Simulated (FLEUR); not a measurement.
## Collinear magnetic orders of Nickel with FLEUR

Does Nickel prefer parallel or opposed moments?

Method: PBEsol; all-electron FLAPW, Dirac cores, scalar-relativistic bands, in FLEUR MaX-R8.1.

This is a report of a sequence of runs, with most program output left out.

### 1. The starting structure

Symmetry: Fm-3m, No. 225, cubic system. The conventional cell has a = 3.524 Å, b = 3.524 Å, c = 3.524 Å, α = 90.00°, β = 90.00°, γ = 90.00°. Nearest to Ni lie 12 Ni at 2.49 Å.

As a file:

```xyz
1
Lattice="0.0000 1.7619 1.7619 1.7619 0.0000 1.7619 1.7619 1.7619 0.0000" Properties=species:S:1:pos:R:3 pbc="T T T"
Ni    0.0000    0.0000    0.0000
```

### 2. Run 1 (ferro +)

The parallel start is the test of whether parallel moments hold.

inpgen writes inp.xml from crystal.txt; cutoffs, mixing, functional, smearing and local orbitals are then set in the file. The k list default-1 (kpts.xml, not shown) is a Γ-centred 14×14×14 mesh; where the ranks do not divide the number of points, some are split in two of half the weight.

The input, inp.xml:

```
<?xml version="1.0" encoding="UTF-8" standalone="no"?>
<fleurInput fleurInputVersion="0.39">
   <comment>
      Ni
   </comment>
   <calculationSetup>
      <cutoffs Kmax="3.6" Gmax="10.8" GmaxXC="10.8" numbands="0"/>
      <scfLoop itmax="90" minDistance="0.00002" maxIterBroyd="15" imix="Anderson" alpha="0.05" precondParam="0.0" spinf="2.0" sdNocoIR="T"/>
      <coreElectrons ctail="T" frcor="F" kcrel="0" coretail_lmax="0"/>
      <xcFunctional name="PBEs" relativisticCorrections="F"/>
      <magnetism jspins="2"/>
      <soc l_soc="F" theta="0.0" phi="0.0" spav="F"/>
      <expertModes spex="0" secvar="F"/>
      <geometryOptimization l_f="F" forcealpha="1.0" forcemix="BFGS" epsdisp="0.00001" epsforce="0.00001"/>
      <ldaU l_linMix="F" mixParam="0.05" spinf="1.0"/>
   </calculationSetup>
   <cell>
      <bzIntegration valenceElectrons="18.0" mode="hist" fermiSmearingEnergy="0.00293995">
         <kPointListSelection listName="default-1"/>
         <xi:include xmlns:xi="http://www.w3.org/2001/XInclude" href="kpts.xml"> </xi:include>
      </bzIntegration>
      <xi:include xmlns:xi="http://www.w3.org/2001/XInclude" href="sym.xml"> </xi:include>
      <bulkLattice scale="1.0">
         <bravaisMatrix>
            <row-1>    0.0000000000000000     3.3295745993471009     3.3295745993471009</row-1>
            <row-2>    3.3295745993471009     0.0000000000000000     3.3295745993471009</row-2>
            <row-3>    3.3295745993471009     3.3295745993471009     0.0000000000000000</row-3>
         </bravaisMatrix>
      </bulkLattice>
   </cell>
   <atomSpecies>
      <species name="Nickel (Ni1.000" element="Ni" atomicNumber="28">
         <mtSphere radius="2.3" gridPoints="761" logIncrement="0.016"/>
         <atomicCutoffs lmax="8" lnonsphr="6"/>
         <electronConfig flipSpins="F">
            <coreConfig>(1s1/2) (2s1/2) (2p1/2) (2p3/2)</coreConfig>
            <valenceConfig>(3s1/2) (3p1/2) (3p3/2) (4s1/2) (3d3/2) (3d5/2)</valenceConfig>
            <stateOccupation state="(3d3/2)" spinUp="1.6" spinDown="1.6"/>
            <stateOccupation state="(3d5/2)" spinUp="2.9" spinDown="1.9"/>
         </electronConfig>
         <energyParameters s="4" p="4" d="3" f="4"/>
         <lo type="SCLO" l="0" n="3" eDeriv="0"/>
         <lo type="SCLO" l="1" n="3" eDeriv="0"/>
      </species>
   </atomSpecies>
   <atomGroups>
      <atomGroup species="Nickel (Ni1.000">
         <relPos label="                   1">.0000000000 .0000000000 .0000000000</relPos>
         <force calculate="T" relaxXYZ="TTT"/>
      </atomGroup>
   </atomGroups>
   <output dos="F" band="F" slice="F">
      <bandDOS minEnergy="-.5*Htr" maxEnergy="0.5*Htr" sigma="0.015" storeEVData="T"/>
      <plotting iplot="0" polar="F">
         <plot TwoD="T" vec1="  1.0  0.0  0.0" vec2="  0.0  1.0  0.0" vec3="  0.0  0.0  1.0" zero="  0.0  0.0  0.0" file="plot"/>
      </plotting>
      <moessbauerParams electricFieldGradient="F" isomerShift="F" coreHyperfine="F" valenceHyperfine="F"/>
   </output>
</fleurInput>
```

The input, crystal.txt:

```
Ni
&input film=F cartesian=F /
0.00000000000  1.76193500000  1.76193500000
1.76193500000  0.00000000000  1.76193500000
1.76193500000  1.76193500000  0.00000000000
1.8897261246
1.0 1.0 1.0

1
28 0.00000000000  0.00000000000  0.00000000000 : 1.000

&kpt div1=14 div2=14 div3=14 gamma=T /
```

The run is started by

```bash
$ OMP_NUM_THREADS=1 inpgen -f crystal.txt > inpgen.log  # inp.xml is then edited as shown
$ OMP_NUM_THREADS=1 mpirun -n 4 fleur_MPI > fleur.log
```

Wall time 5.1 s (4 MPI ranks of Intel Xeon 6975P-C (Granite Rapids), shared host); peak memory 0.2 GiB.

Read from the output:

- free energy: -41349.1894 eV
- program's band gap on this mesh (in a metal only a level spacing): 0.005026 eV
- magnetization: 0.6025 μB
- final state: ferromagnetic
- largest moment: 0.6295 μB

After 18 cycles the largest moment stands at 0.630 μB.

### 3. Start 2: antiferro q=(0,1/2,1/2) +-

Another pattern of signs weighs the neighbour shells otherwise.

The cell is doubled to 2 atoms to hold this order. The mesh is halved along the doubled vector, so that both cells sample the same points. The k list default-1 (kpts.xml, not shown) is a Γ-centred 14×7×14 mesh.

inp.xml: that of step 2 with these lines changed.

```diff
@@ -17,3 +17,3 @@
    <cell>
-      <bzIntegration valenceElectrons="18.0" mode="hist" fermiSmearingEnergy="0.00293995">
+      <bzIntegration valenceElectrons="36.0" mode="hist" fermiSmearingEnergy="0.00293995">
          <kPointListSelection listName="default-1"/>
@@ -25,4 +25,4 @@
             <row-1>    0.0000000000000000     3.3295745993471009     3.3295745993471009</row-1>
-            <row-2>    3.3295745993471009     0.0000000000000000     3.3295745993471009</row-2>
-            <row-3>    3.3295745993471009     3.3295745993471009     0.0000000000000000</row-3>
+            <row-2>    6.6591491986942017     0.0000000000000000     6.6591491986942017</row-2>
+            <row-3>    6.6591491986942017     3.3295745993471009     3.3295745993471009</row-3>
          </bravaisMatrix>
@@ -44,2 +44,15 @@
       </species>
+      <species name="Nickel (Ni-1.000" element="Ni" atomicNumber="28">
+         <mtSphere radius="2.3" gridPoints="761" logIncrement="0.016"/>
+         <atomicCutoffs lmax="8" lnonsphr="6"/>
+         <electronConfig flipSpins="F">
+            <coreConfig>(1s1/2) (2s1/2) (2p1/2) (2p3/2)</coreConfig>
+            <valenceConfig>(3s1/2) (3p1/2) (3p3/2) (4s1/2) (3d3/2) (3d5/2)</valenceConfig>
+            <stateOccupation state="(3d3/2)" spinUp="1.6" spinDown="1.6"/>
+            <stateOccupation state="(3d5/2)" spinUp="1.9" spinDown="2.9"/>
+         </electronConfig>
+         <energyParameters s="4" p="4" d="3" f="4"/>
+         <lo type="SCLO" l="0" n="3" eDeriv="0"/>
+         <lo type="SCLO" l="1" n="3" eDeriv="0"/>
+      </species>
    </atomSpecies>
@@ -48,2 +61,6 @@
          <relPos label="                   1">.0000000000 .0000000000 .0000000000</relPos>
+         <force calculate="T" relaxXYZ="TTT"/>
+      </atomGroup>
+      <atomGroup species="Nickel (Ni-1.000">
+         <relPos label="                   2">.0000000000 1.000/2.000 .0000000000</relPos>
          <force calculate="T" relaxXYZ="TTT"/>
```

The input, crystal.txt:

```
Ni
&input film=F cartesian=F /
0.00000000000  1.76193500000  1.76193500000
3.52387000000  0.00000000000  3.52387000000
3.52387000000  1.76193500000  1.76193500000
1.8897261246
1.0 1.0 1.0

2
28 0.00000000000  0.00000000000  0.00000000000 : 1.000
28 0.00000000000  0.50000000000  0.00000000000 : -1.000

&kpt div1=14 div2=7 div3=14 gamma=T /
```

Elapsed: 75 s, on 4 MPI ranks; peak memory 0.3 GiB; 5 min of CPU time.

This step gave:

| Property | Result |
| --- | --- |
| free energy | -82698.3027 eV |
| program's band gap on this mesh (in a metal only a level spacing) | 8.90e-9 eV |
| final state | non-magnetic |

It lies 38.0 meV a seeded atom over the first start.

### 4. Start 3: antiferro q=(0,0,1/2) +-

Reversing part of the moments tests the sign of the couplings between them.

The cell is doubled to 2 atoms to hold this order. The mesh is halved along the doubled vector, so that both cells sample the same points. The k list default-1 (kpts.xml, not shown) is a Γ-centred 14×14×7 mesh.

inp.xml: that of step 3 with these lines changed.

```diff
@@ -25,4 +25,4 @@
             <row-1>    0.0000000000000000     3.3295745993471009     3.3295745993471009</row-1>
-            <row-2>    6.6591491986942017     0.0000000000000000     6.6591491986942017</row-2>
-            <row-3>    6.6591491986942017     3.3295745993471009     3.3295745993471009</row-3>
+            <row-2>    3.3295745993471009     0.0000000000000000     3.3295745993471009</row-2>
+            <row-3>    6.6591491986942017     6.6591491986942017     0.0000000000000000</row-3>
          </bravaisMatrix>
@@ -64,3 +64,3 @@
       <atomGroup species="Nickel (Ni-1.000">
-         <relPos label="                   2">.0000000000 1.000/2.000 .0000000000</relPos>
+         <relPos label="                   2">.0000000000 .0000000000 1.000/2.000</relPos>
          <force calculate="T" relaxXYZ="TTT"/>
```

The input, crystal.txt:

```
Ni
&input film=F cartesian=F /
0.00000000000  1.76193500000  1.76193500000
1.76193500000  0.00000000000  1.76193500000
3.52387000000  3.52387000000  0.00000000000
1.8897261246
1.0 1.0 1.0

2
28 0.00000000000  0.00000000000  0.00000000000 : 1.000
28 0.00000000000  0.00000000000  0.50000000000 : -1.000

&kpt div1=14 div2=14 div3=7 gamma=T /
```

The job ended after 1.9 min (4 MPI ranks; peak memory 0.3 GiB).

The spin moment in the muffin-tin sphere vanishes on all atoms.

Numbers from this step:

* free energy: -82698.3027 eV
* program's band gap on this mesh (in a metal only a level spacing): 2.60e-8 eV
* final state: non-magnetic

It lies 38.0 meV a seeded atom over the first start.

### 5. Start 4: no spin polarisation

Without spin polarisation no moment can form, so the difference from the other runs is what forming moments gains.

The k list default-1 (kpts.xml, not shown) is a Γ-centred 14×14×14 mesh.

The input, inp.xml:

```
<?xml version="1.0" encoding="UTF-8" standalone="no"?>
<fleurInput fleurInputVersion="0.39">
   <comment>
      Ni
   </comment>
   <calculationSetup>
      <cutoffs Kmax="3.6" Gmax="10.8" GmaxXC="10.8" numbands="0"/>
      <scfLoop itmax="90" minDistance="0.00002" maxIterBroyd="15" imix="Anderson" alpha="0.05" precondParam="0.0" spinf="2.0" sdNocoIR="T"/>
      <coreElectrons ctail="T" frcor="F" kcrel="0" coretail_lmax="0"/>
      <xcFunctional name="PBEs" relativisticCorrections="F"/>
      <magnetism jspins="1"/>
      <soc l_soc="F" theta="0.0" phi="0.0" spav="F"/>
      <expertModes spex="0" secvar="F"/>
      <geometryOptimization l_f="F" forcealpha="1.0" forcemix="BFGS" epsdisp="0.00001" epsforce="0.00001"/>
      <ldaU l_linMix="F" mixParam="0.05" spinf="1.0"/>
   </calculationSetup>
   <cell>
      <bzIntegration valenceElectrons="18.0" mode="hist" fermiSmearingEnergy="0.00293995">
         <kPointListSelection listName="default-1"/>
         <xi:include xmlns:xi="http://www.w3.org/2001/XInclude" href="kpts.xml"> </xi:include>
      </bzIntegration>
      <xi:include xmlns:xi="http://www.w3.org/2001/XInclude" href="sym.xml"> </xi:include>
      <bulkLattice scale="1.0">
         <bravaisMatrix>
            <row-1>    0.0000000000000000     3.3295745993471009     3.3295745993471009</row-1>
            <row-2>    3.3295745993471009     0.0000000000000000     3.3295745993471009</row-2>
            <row-3>    3.3295745993471009     3.3295745993471009     0.0000000000000000</row-3>
         </bravaisMatrix>
      </bulkLattice>
   </cell>
   <atomSpecies>
      <species name="Nickel (Ni)" element="Ni" atomicNumber="28">
         <mtSphere radius="2.3" gridPoints="761" logIncrement="0.016"/>
         <atomicCutoffs lmax="8" lnonsphr="6"/>
         <electronConfig flipSpins="F">
            <coreConfig>(1s1/2) (2s1/2) (2p1/2) (2p3/2)</coreConfig>
            <valenceConfig>(3s1/2) (3p1/2) (3p3/2) (4s1/2) (3d3/2) (3d5/2)</valenceConfig>
            <stateOccupation state="(3d3/2)" spinUp="1.600000" spinDown="1.600000"/>
            <stateOccupation state="(3d5/2)" spinUp="2.400000" spinDown="2.400000"/>
         </electronConfig>
         <energyParameters s="4" p="4" d="3" f="4"/>
         <lo type="SCLO" l="0" n="3" eDeriv="0"/>
         <lo type="SCLO" l="1" n="3" eDeriv="0"/>
      </species>
   </atomSpecies>
   <atomGroups>
      <atomGroup species="Nickel (Ni)">
         <relPos label="                   1">.0000000000 .0000000000 .0000000000</relPos>
         <force calculate="T" relaxXYZ="TTT"/>
      </atomGroup>
   </atomGroups>
   <output dos="F" band="F" slice="F">
      <bandDOS minEnergy="-.5*Htr" maxEnergy="0.5*Htr" sigma="0.015" storeEVData="T"/>
      <plotting iplot="0" polar="F">
         <plot TwoD="T" vec1="  1.0  0.0  0.0" vec2="  0.0  1.0  0.0" vec3="  0.0  0.0  1.0" zero="  0.0  0.0  0.0" file="plot"/>
      </plotting>
      <moessbauerParams electricFieldGradient="F" isomerShift="F" coreHyperfine="F" valenceHyperfine="F"/>
   </output>
</fleurInput>
```

The input, crystal.txt:

```
Ni
&input film=F cartesian=F /
0.00000000000  1.76193500000  1.76193500000
1.76193500000  0.00000000000  1.76193500000
1.76193500000  1.76193500000  0.00000000000
1.8897261246
1.0 1.0 1.0

1
28 0.00000000000  0.00000000000  0.00000000000

&kpt div1=14 div2=14 div3=14 gamma=T /
```

Run time: 3 s. Hardware: 4 MPI ranks; peak memory 0.18 GiB.

Numbers from this step:

| Property | Result |
| --- | --- |
| free energy | -41349.1513 eV |
| program's band gap on this mesh (in a metal only a level spacing) | 0.004322 eV |
| final state | non-magnetic (no spin polarisation) |

It lies 38.0 meV a seeded atom over the first start.

### 6. The states side by side

Free energies are divided by the number of seeded atoms, so that cells of unlike size compare. Wavevectors q in the names are fractions of the primitive cell's reciprocal vectors.

Orders:

| start | final state | typed order kept | energy over the lowest (meV a seeded atom) | largest sphere moment (μB) | net moment (μB a primitive cell) | mesh matched | CPU time (s) |
| --- | --- | --- | --- | --- | --- | --- | --- |
| ferro + | ferromagnetic | yes | 0 | 0.6295 | 0.6025 | yes | 19.36 |
| antiferro q=(0,1/2,1/2) +- | non-magnetic | no | 38.04 | 0 | 0 | yes | 297.6 |
| antiferro q=(0,0,1/2) +- | non-magnetic | no | 38.04 | 0 | 0 | yes | 452.6 |
| no spin polarisation | non-magnetic | - | 38.04 | 0 | 0 | yes | 10.94 |

### 7. Results

| Item | Value |
| --- | --- |
| lowest state found | ferromagnetic (typed ferro +) |
| largest site spin moment | 0.630 μB |
| next finished state | non-magnetic, 38.0 meV a seeded atom higher |
| energy gained by spin polarisation | 38.0 meV a seeded atom |

The lowest state found is ferromagnetic, reached from the start ferro +, with moments up to 0.630 μB. 2 starts left the typed pattern (a sign turned, or a seeded moment died or shrank under 0.15 μB), so such an energy belongs to the state reached, not the one typed. This is the lowest of 4 finished starts, no proof of the ground state.

[Logs and program files are shortened in this print: banners, set-up blocks, solver, clock and traceback lines can be left out without a mark of their own.]

[Logs are printed without paths, hosts, clocks, repeated set-up lines and the standing remarks that a program may print on its own settings, such as how far it seeks lower states.]

[Hosts, paths, dates, database ids (printed as entryN), source tags and the programs' standing remarks are cut or masked in the printed files.]

[Where a cell is said to come from a database of computed structures, the database is the Materials Project.]
